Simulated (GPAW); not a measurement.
Two runs for the B K edge of atom 5 in YCo3B2 (P6/mmm). Run A: GPAW, LDA, excited-electron core hole (neutral cell), 18-atom cell with 5.9 Å between holes, 4×4×4 k points, dipole transitions, Gaussian full width 0.9 eV up to 4 eV, rising linearly to 3.5 eV at 25 eV. Run B differs in one choice.

Energy from the lowest empty level; intensity scaled to a mean of 1 over the first 20 eV:

```tsv
E (eV)	A	B
-2.0	0.00	0.00
-1.5	0.00	0.00
-1.0	0.00	0.00
-0.5	0.09	0.09
0.0	0.45	0.56
0.5	0.96	1.34
1.0	1.40	1.54
1.5	1.34	1.32
2.0	1.08	1.06
2.5	1.12	0.96
3.0	1.36	1.43
3.5	1.90	2.01
4.0	2.05	1.95
4.5	1.74	1.57
5.0	1.58	1.51
5.5	1.73	1.58
6.0	1.68	1.45
6.5	1.33	1.11
7.0	0.91	0.76
7.5	0.55	0.46
8.0	0.34	0.31
8.5	0.28	0.36
9.0	0.31	0.48
9.5	0.41	0.60
10.0	0.54	0.77
10.5	0.71	0.95
11.0	0.88	1.04
11.5	1.00	1.01
12.0	1.03	0.92
12.5	0.98	0.87
13.0	0.90	0.86
13.5	0.87	0.89
14.0	0.89	0.94
14.5	0.95	1.03
15.0	1.03	1.09
15.5	1.10	1.09
16.0	1.10	1.00
16.5	1.01	0.87
17.0	0.87	0.74
17.5	0.73	0.67
18.0	0.65	0.65
18.5	0.63	0.67
19.0	0.66	0.69
19.5	0.70	0.70
20.0	0.72	0.69
20.5	0.71	0.67
21.0	0.68	0.63
21.5	0.64	0.59
22.0	0.59	0.55
22.5	0.56	0.52
23.0	0.53	0.50
23.5	0.51	0.48
24.0	0.50	0.48
24.5	0.48	0.47
25.0	0.47	0.46
25.5	0.45	0.45
26.0	0.44	0.45
26.5	0.44	0.45
27.0	0.44	0.46
27.5	0.46	0.47
28.0	0.47	0.48
28.5	0.47	0.47
29.0	0.47	0.46
29.5	0.45	0.43
30.0	0.43	0.40
30.5	0.39	0.37
31.0	0.36	0.35
31.5	0.34	0.35
32.0	0.34	0.36
```

**Question.** What was changed?
a) the size of the supercell
b) the plane-wave cutoff
c) the volume of the cell
d) the broadening

(a): run B changes the supercell atoms from 18 to 6, and the k mesh follows the cell. Against the first run the r.m.s. difference is 12 %. The highest intensity below 16 eV goes from 3.8 eV (2.08) to 3.7 eV (2.09). Other settings could leave a like mark; this is the one that was changed.

[Banner, clock and machine lines of the logs are left out without a mark of their own.]

[Logs are printed without paths, hosts, clocks, repeated set-up lines and the standing remarks that a program may print on its own settings, such as how far it seeks lower states.]

[Hosts, paths, dates, database ids (printed as entryN), source tags and the programs' standing remarks are cut or masked in the printed files.]

[Lists of maxima count a maximum above −3 eV only where it reaches 4 % of the highest in the window and stands out from its surroundings by 2 % of it (1.5 % where it reaches 55 %); shoulders and weaker maxima are passed over, and of the rest the first, up to two pre-edge ones and the few strongest are named.]
